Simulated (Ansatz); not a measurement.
# How glassy 76SiO2-9BaO-7SrO-4Li2O-4ZrO2 (mol %) changes with quench rate

Does a slower quench leave a cell of lower energy?

Computed with Ansatz 0.2.0: Kohn-Sham DFT, LDA, PAW (set soft_2). Every run is a single point, with the atoms held where the recipe put them (cutoff of the plane-wave runs 420 eV, fermi-dirac smearing of 0.05 eV).

First member: 128 atoms (34 Si, 4 Ba, 3 Sr, 4 Li, 2 Zr, 81 O) placed at random at 2.87 g/cm³, melted at 4000 K for 10 ps at fixed volume with the Morse and Coulomb pair potential with partial charges (Pedone, Malavasi, Menziani, Cormack and Segre, J. Phys. Chem. B 110, 11780 (2006)). Quenched from 4000 K to 300 K at 10 K/ps and fixed volume, held 10 ps at zero pressure, then minimised at fixed cell.

Last member: 128 atoms (34 Si, 4 Ba, 3 Sr, 4 Li, 2 Zr, 81 O) placed at random at 2.87 g/cm³, melted at 4000 K for 10 ps at fixed volume with the Morse and Coulomb pair potential with partial charges (Pedone, Malavasi, Menziani, Cormack and Segre, J. Phys. Chem. B 110, 11780 (2006)). Quenched from 4000 K to 300 K at 1000 K/ps and fixed volume, held 10 ps at zero pressure, then minimised at fixed cell.

The members:

| quench rate (K/ps) | reduced formula | atoms | valence electrons | k-mesh | basis | density (g/cm³) |
| --- | --- | --- | --- | --- | --- | --- |
| 10 | Ba4Sr3Li4Zr2Si34O81 | 128 | 728 | 1×1×1 | plane waves | 2.98 |
| 30 | Ba4Sr3Li4Zr2Si34O81 | 128 | 728 | 1×1×1 | plane waves | 2.99 |
| 100 | Ba4Sr3Li4Zr2Si34O81 | 128 | 728 | 1×1×1 | plane waves | 3.07 |
| 300 | Ba4Sr3Li4Zr2Si34O81 | 128 | 728 | 1×1×1 | plane waves | 3.03 |
| 1000 | Ba4Sr3Li4Zr2Si34O81 | 128 | 728 | 1×1×1 | plane waves | 3.11 |

Each cell is one sample from a classical run, so sample-to-sample scatter enters every column.

The input of the first member, without its atom lines; other members have their own cell and atoms, and may differ in mesh, basis and outputs:

```yaml
crystal:
  lattice:
    - [12.22012, 0.0, 0.0]
    - [0.0, 12.22012, 0.0]
    - [0.0, 0.0, 12.22012]
  atoms:
    [... 128 lines ...]
kpoints:
  mp_grid: { grid: [1, 1, 1] }
hamiltonian:
  xc: lda
scf:
  occupations: { method: fermi_dirac, width: 0.05 }
output:
  forces: true
  stress: true
  populations: true
  dos:
    method: { smearing: { sigma: 0.08 } }
    de: 0.1
    projected: { site_lists: { Ba: [Ba], Li: [Li], O: [O], Si: [Si], Sr: [Sr] } }
  eigenvalues: true
  write_density: true
  write_potential: true
  volumetric_format: npy
```

Predict the trends along the series.

Results; charges are mean Löwdin charges in e:

| quench rate (K/ps) | energy less the first member's (meV/atom) | pressure (GPa) | r.m.s. force (eV/Å) | gap (eV) | q(Zr) | q(Sr) | q(Li) |
| --- | --- | --- | --- | --- | --- | --- | --- |
| 10 | 0.0 | -2.41 | 0.868 | 2.82 | +1.45 | +1.78 | +0.76 |
| 30 | -0.2 | -2.07 | 0.850 | 3.63 | +1.49 | +1.78 | +0.77 |
| 100 | 6.9 | -2.06 | 0.880 | 3.10 | +1.55 | +1.81 | +0.77 |
| 300 | 17.4 | -1.74 | 0.887 | 2.49 | +1.51 | +1.81 | +0.77 |
| 1000 | 35.5 | -1.70 | 0.898 | 2.45 | +1.51 | +1.79 | +0.77 |

The gap is that between the highest filled and lowest empty Kohn-Sham level on the run's k-points; tail or defect levels can set it. The projection misses up to 0.077 e an atom, so the charges add up to more than the cell's charge.

Bonds in each cell, which the recipe sets and DFT didn't move; cutoffs follow each cell's own g(r) within set bounds (mean length in Å, and neighbours of the second kind about the first):

| quench rate (K/ps) | O-Si length | O-Si count | Ba-O length | Ba-O count |
| --- | --- | --- | --- | --- |
| 10 | - | - | - | - |
| 30 | 1.611 | 1.68 | 2.945 | 6.00 |
| 100 | 1.619 | 1.69 | 2.918 | 7.00 |
| 300 | - | - | - | - |
| 1000 | 1.618 | 1.68 | 2.948 | 7.25 |

Cost on 8 threads of Arm Neoverse V2, shared host:

| quench rate (K/ps) | atoms | basis | k-mesh | SCF cycles | time | host memory (GiB) |
| --- | --- | --- | --- | --- | --- | --- |
| 10 | 128 | plane waves | 1×1×1 | 10 | 21 s | 2.7 |
| 30 | 128 | plane waves | 1×1×1 | 10 | 22 s | 2.7 |
| 100 | 128 | plane waves | 1×1×1 | 10 | 22 s | 2.6 |
| 300 | 128 | plane waves | 1×1×1 | 10 | 21 s | 2.7 |
| 1000 | 128 | plane waves | 1×1×1 | 10 | 20 s | 2.6 |

Times include the outputs that each run asked for, on hosts shared with other jobs.

The energy against the first member is lowest at 30 K/ps (-0.2 meV/atom) and highest at 1000 K/ps (35.5 meV/atom), rising overall but not at every step; each member is a single configuration. The slowest quench doesn't give the lowest energy; that at 30 K/ps does, by 0.2 meV/atom, which single samples of this size can't show to be real. The gap is lowest at 1000 K/ps (2.45 eV) and highest at 30 K/ps (3.63 eV); in single samples it varies with the configuration. The mean charge on Zr is lowest at 10 K/ps (+1.45 e) and highest at 100 K/ps (+1.55 e). The pressure goes from -2.4 GPa at 10 to -1.7 GPa at 1000 K/ps.

Caveats: The levels lack spin–orbit coupling, which is large for the heavy elements here. The starting topology of bonds comes from the classical model, and needn't be the one that DFT or experiment would give. The cells aren't relaxed by DFT, which could reorder their energies. Even the slowest of these quenches is many orders faster than a laboratory quench.

[Logs are printed without paths, hosts, clocks, repeated set-up lines and the standing remarks that a program may print on its own settings, such as how far it seeks lower states.]

[Hosts, paths, dates, database ids (printed as entryN), source tags and the programs' standing remarks are cut or masked in the printed files.]
